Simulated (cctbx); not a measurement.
# Reading a Patterson map

Space group Pbcm (no. 57), a = 5.8830 Å, b = 8.1200 Å, c = 13.0940 Å, α = 90.00°, β = 90.00°, γ = 90.00°, content Sn4 Rh8 Y12 Si4.

Simulated single-crystal data (cctbx): Ga Kα, λ = 1.3414 Å, to d = 0.83 Å, 80 % of the full sphere, strongest reflection 5000 counts, noise from counting, a 6 % proportional error and a noise floor of 2 counts (s.d.); no absorption, some extinction.

Patterson synthesis from sharpened amplitudes, origin scaled to 1000:

```text
Patterson group P m m m
      u       v       w   height  length (A)
  0.000   0.000   0.000   1000.0     0.00
  0.271   0.500   0.000    425.5     4.36
  0.000   0.000   0.500    309.7     6.55
  0.000   0.000   0.337    268.8     4.41
  0.500   0.143   0.000    264.8     3.16
  0.500   0.140   0.329    262.6     5.34
  0.000   0.000   0.255    250.9     3.34
  0.500   0.422   0.500    206.5     7.95
  0.000   0.276   0.171    194.2     3.16
  0.500   0.422   0.180    192.2     5.09
  0.000   0.436   0.500    180.8     7.44
  0.000   0.286   0.331    157.2     4.92
  0.000   0.282   0.500    156.0     6.94
  0.235   0.500   0.257    154.3     5.45
```

Q: Assign the vectors.

A peak at u stands for all pairs with xi − xj = u, with weight Σ ZiZj against Σ Z² = 45236 at the origin. Peak heights follow these weights only roughly, since form factors, motion and series ripples differ, all vectors within 0.55 Å of a peak are counted as merged into it though the farther ones add only part of their weight, and F(000) is left out, which lowers the whole map:

| u | v | w | shortest length (Å) | height | 1000 ΣZiZj/ΣZ² | pairs in the cell |
| --- | --- | --- | --- | --- | --- | --- |
| 0.271 | 0.500 | 0.000 | 4.36 | 426 | 500 | 6 × Y–Y, 4 × Rh–Rh, 2 × Sn–Sn, 2 × Si–Si |
| 0.000 | 0.000 | 0.500 | 6.55 | 310 | 356 | 4 × Sn–Sn, 4 × Y–Y |
| 0.000 | 0.000 | 0.337 | 4.41 | 269 | 410 | 4 × Rh–Rh, 4 × Y–Y, 8 × Y–Si |
| 0.500 | 0.143 | 0.000 | 3.16 | 265 | 359 | 8 × Rh–Y, 4 × Y–Si |
| 0.500 | 0.140 | 0.329 | 5.34 | 263 | 345 | 4 × Rh–Y, 4 × Y–Y, 4 × Rh–Si |
| 0.000 | 0.000 | 0.255 | 3.34 | 251 | 345 | 8 × Sn–Y |
| 0.500 | 0.422 | 0.500 | 7.95 | 206 | 310 | 8 × Rh–Y |
| 0.000 | 0.276 | 0.171 | 3.17 | 194 | 271 | 4 × Rh–Y, 2 × Y–Y, 4 × Y–Si |
| 0.500 | 0.422 | 0.180 | 5.09 | 192 | 211 | 4 × Rh–Y, 4 × Rh–Si |
| 0.000 | 0.436 | 0.500 | 7.44 | 181 | 179 | 4 × Rh–Rh |

The table stops at ten peaks or at a height of 45, below which ripples compete. In the model behind the data Sn, the heaviest element, has 1 independent site: (0.3985, 1/4, 1/2), up to an allowed shift of origin; the Sn–Sn vectors are differences of these positions and their symmetry mates. Elements of similar Z can't be told apart from the map alone. The whole model:

```
atom  mult.       x       y       z  Ueq (Å²)
 Sn1      4  0.3985     1/4     1/2    0.0263
 Rh1      8  0.6381  0.4691  0.4181    0.0162
  Y1      4  0.6312  0.7555     3/4    0.0207
  Y2      8  0.1448  0.6109  0.3994    0.0226
 Si1      4  0.1360  0.6026     3/4    0.0176
```

The model was made for the exercise: a known structure type with other elements put in, its volume estimated, not relaxed; displacement parameters are assumed.

[Logs are printed without paths, hosts, clocks, repeated set-up lines and the standing remarks that a program may print on its own settings, such as how far it seeks lower states.]
